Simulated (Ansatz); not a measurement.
In doubt: one-shot GW on d or f shells is unsure, so the values of those runs are not to be relied on.

Rows from a G0W0 calculation on GaCuSe2 (I-42d) (Ansatz 0.2.0; G0W0 on PBE, plane waves, PAW; PAW set soft_1; 4×4×4 mesh, 726 empty bands, screening to 150 eV, PAW set soft_1 files), in eV. Spin-orbit coupling is left out.

| row | Σx | Σc | Vxc | Z |
| --- | --- | --- | --- | --- |
| A | -31.25 | 4.50 | -26.41 | 0.67 |
| B | -11.19 | -3.57 | -14.89 | 0.73 |
| C | -31.69 | 4.60 | -26.75 | 0.67 |
| D | -9.61 | -3.36 | -12.90 | 0.73 |

Which rows are filled states and which are empty ones, and how can one tell?

Filled: A and C. Empty: B and D. The sign of Σc tells: for a filled state bare exchange, which holds its interaction with itself, lies below Vxc (Σx − Vxc is -4.8 eV or lower here) and screening gives part back as a positive Σc. For an empty state Σx lies above Vxc (+3.3 eV or more) and the Coulomb hole leaves Σc negative.

[Runs of the session that timed out or met a known fault of the program may be left out.]

[Cells called generated may have been cut or substituted from an entry of the Crystallography Open Database or the Materials Project.]

[Hosts, paths, dates, database ids (printed as entryN), source tags and the programs' standing remarks are cut or masked in the printed files.]
